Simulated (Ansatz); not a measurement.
# Fitting and testing ρ(T) of VSe2 (P-3m1)

Aim: condense the phonon-limited resistivity of VSe2 (P-3m1) into a transport Debye temperature and an amplitude, and test the fit on a temperature held back.

The resistivities were computed with Ansatz 0.2.0 (DFT PBEsol, scalar-relativistic, plane waves, PAW) from the linearised Boltzmann equation with harmonic phonons, on q 3×3×2, k 9×9×4, scattering 18×18×8; the fit below is done by hand on them.

## 1. Computed resistivities

It takes space group P-3m1 (No. 164, trigonal). The conventional cell has a = 3.274 Å, b = 3.274 Å, c = 6.150 Å, α = 90.00°, β = 90.00°, γ = 120.00°. V on site a is surrounded by 6 Se at 2.46 Å. Se on site d has 3 V at 2.46 Å as nearest neighbours.

This is the relaxed cell of the run, from steps not shown here.

The mean resistivity of the three axes from 50 to 800 K, with one row held back; the colder rows stay outside the fit and test it at the end:

```csv
T (K),ρ (μΩ cm)
50,11.13
80,25.82
100,36.35
150,63.11
200,89.59
273,127.8
300,141.9
400,194.3
500,247.2
600,?
800,410.5
```

The resistivity is not converged: the component that moves most changes by 11 % between the two finest meshes at 300 K.

## 2. Model and fit

Bloch and Grüneisen's form is ρ(T) = A (T/Θ)⁵ J₅(Θ/T), with J₅(z) the integral of x⁵/((eˣ − 1)(1 − e⁻ˣ)) from 0 to z. It goes as T⁵ far below Θ and as A T/(4Θ) far above. For a trial Θ the best A is the geometric mean of ρ/[(T/Θ)⁵ J₅] over the rows, and the scatter of that ratio measures the fit:

```csv
Θ (K),A (μΩ cm),scatter (%)
124,216.5,15.3
166,303.8,8.9
188,354.0,5.5
208,403.0,3.9
228,455.3,5.9
260,546.8,12.1
312,719.6,24.0
```

The scatter is least at Θ = 208 K, with A = 403.0 μΩ cm (3.9 % r.m.s.).

```csv
T (K),computed,fit
50,11.13,10.56
80,25.82,27.22
100,36.35,38.45
150,63.11,65.41
200,89.59,91.27
273,127.8,128.0
300,141.9,141.5
400,194.3,190.8
500,247.2,239.8
800,410.5,386.0
```

## 3. Prediction and check

At T = 600 K, Θ/T = 0.347, J₅ = 0.003587 and (T/Θ)⁵ = 199.7, so the fit gives 288.7 μΩ cm. The computed value is 300.8 μΩ cm: the fit is off by -4.05 %. Outside its range, at 20 K, it gives 0.391 against 0.830 μΩ cm computed, 0.47 times that; at that temperature the run's own test moves by 18 % between meshes in the component that moves most. Among the rows used, the largest miss is -6.0 %, at 800 K.

## 4. Reading Θ and A

Θ = 208 K is 1.55 times ħω_log/k_B (134 K) and 0.39 of the highest phonon frequency (527 K). The high-temperature slope of the fit, A/(4Θ), is 0.484 μΩ cm/K. The same slope from the run's transport coupling and plasma energy, 2π k_B λ_tr/(ħ ε₀ ω_p²) with λ_tr = 1.72, 1.72, 1.08 (xx, yy, zz) and ħω_p = 3.99, 3.99, 2.35 (xx, yy, zz) eV, is 0.551 μΩ cm/K in the mean of the axes, +13.9 % from it. For comparison, the computed rows rise by 0.548 μΩ cm/K between the two hottest.

## 5. What came out

| Property | Result |
| --- | --- |
| Θ | 208 K |
| A | 403.0 μΩ cm |
| scatter of the fit | 3.9 % |
| held-back row at 600 K, fit against computed | 288.7 against 300.8 μΩ cm |

In words: Two numbers, Θ = 208 K and A = 403 μΩ cm, hold the computed ρ(T) from 50 to 800 K within 3.92 % r.m.s. and predict the held-back row within 4.05 %. At 20 K, outside the rows fitted, it gives 0.47 times the computed value. The misses are not random: the largest is -6.0 %, at 800 K. By the run's own test the resistivity at 300 K moves by 11 % between its two finest scattering meshes, in the component that moves most. The mean hides an anisotropy: at 300 K the components are 110, 110, 207 (xx, yy, zz) μΩ cm. The relaxed volume lies -4.5 % from the database entry, whose temperature is not recorded here; volume shifts the phonons and ρ. The fit describes the calculation: impurities, thermal expansion, changes of phase and anharmonicity are in neither.

[Logs are printed without paths, hosts, clocks, repeated set-up lines and the standing remarks that a program may print on its own settings, such as how far it seeks lower states.]

[Hosts, paths, dates, database ids (printed as entryN), source tags and the programs' standing remarks are cut or masked in the printed files.]
